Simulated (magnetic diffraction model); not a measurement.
## Magnetic neutron pattern of TmCuSiS4

Space group Pnma (no. 62), a = 13.0650 Å, b = 7.7070 Å, c = 6.0370 Å.

| site | atom | x | y | z |
| --- | --- | --- | --- | --- |
| 4c | Tm | 0.7739 | 1/4 | 0.4654 |
| 4a | Cu | 1/2 | 1/2 | 1/2 |
| 8d | S | 0.8409 | 0.9514 | 0.2736 |
| 4c | S | 0.0527 | 3/4 | 0.2882 |
| 4c | S | 0.3983 | 3/4 | 0.7597 |
| 4c | Si | 0.5898 | 1/4 | 0.9171 |

The compound is invented for this exercise: a known structure type with other elements, its cell scaled to their sizes and not relaxed.

Only Tm is taken to order (form factors of Tm3+); orders and moment sizes are assumed, and not adapted to the symmetry. Radiation: neutrons of λ = 2.41 Å, 8° to 45°; isotropic B of 0.23 Å² (Tm), 0.36 Å² (Cu), 0.29 Å² (S) and 0.41 Å² (Si). Simulated constant-wavelength pattern: nuclear and magnetic terms add, the magnetic one as |2.695 fm × Σ f S⊥ exp(2πi Q·r) exp(−B s²)|², summed over all Q at one angle with the factor 1/(sin²θ cos θ). For collinear order S is the moment m, which repeats by lattice and centring translations R with the sign exp(−2πi k·R). Free-ion form factors, Sears's scattering lengths of 1992, no absorption; a label names one of the reflections at its angle. The strongest nuclear line in the range is 100, and lines under 0.2 are left out.

Assume the order k = (1/2 1/2 0), collinear moments along [111], 5.4 μB on Tm; signs + at (0.7739, 1/4, 0.4654), − at (0.2739, 1/4, 0.0346), + at (0.2261, 3/4, 0.5346), − at (0.7261, 3/4, 0.9654).

Predict the pattern, nuclear and magnetic parts apart.

| 2θ (°) | index | nuclear | magnetic |
| --- | --- | --- | --- |
| 10.41 | (1/2 1/2 0) | 0.0 | 212.0 |
| 18.29 | (3/2 1/2 0) | 0.0 | 57.1 |
| 21.26 | (2 0 0) | 8.1 | 0.0 |
| 25.33 | (1/2 1/2 1) | 0.0 | 75.1 |
| 25.40 | (1 0 1) | 5.7 | 0.0 |
| 27.66 | (1/2 3/2 0) | 0.0 | 30.3 |
| 27.99 | (2 1 0) | 14.2 | 0.0 |
| 28.18 | (5/2 1/2 0) | 0.0 | 22.1 |
| 29.38 | (0 1 1) | 3.4 | 0.0 |
| 29.56 | (3/2 1/2 1) | 0.0 | 55.3 |
| 31.30 | (1 1 1) | 30.3 | 0.0 |
| 31.54 | (2 0 1) | 5.9 | 0.0 |
| 31.60 | (3/2 3/2 0) | 0.0 | 16.4 |
| 36.29 | (1/2 3/2 1) | 0.0 | 37.7 |
| 36.44 | (0 2 0) | 5.1 | 0.0 |
| 36.55 | (2 1 1) | 8.8 | 0.0 |
| 36.70 | (5/2 1/2 1) | 0.0 | 16.6 |
| 38.40 | (5/2 3/2 0) | 0.0 | 6.6 |
| 38.80 | (7/2 1/2 0) | 0.0 | 10.9 |
| 39.46 | (3/2 3/2 1) | 0.0 | 34.1 |
| 39.90 | (3 0 1) | 56.9 | 0.0 |
| 42.58 | (2 2 0) | 22.0 | 0.0 |
| 43.30 | (4 0 0) | 5.5 | 0.0 |
| 44.09 | (3 1 1) | 61.9 | 0.0 |
| 44.95 | (1 2 1) | 100.0 | 0.0 |

The strongest magnetic line in the range is (1/2 1/2 0) at 10.41° (212.0). On top of the Lorentz factor, which all lines share, magnetic lines fade with angle because f falls: for Tm3+ it is 0.97, 0.87, 0.75 and 0.49 at sin θ/λ = 0.1, 0.2, 0.3 and 0.5 Å⁻¹, while nuclear lengths stay constant. The order has no net moment.
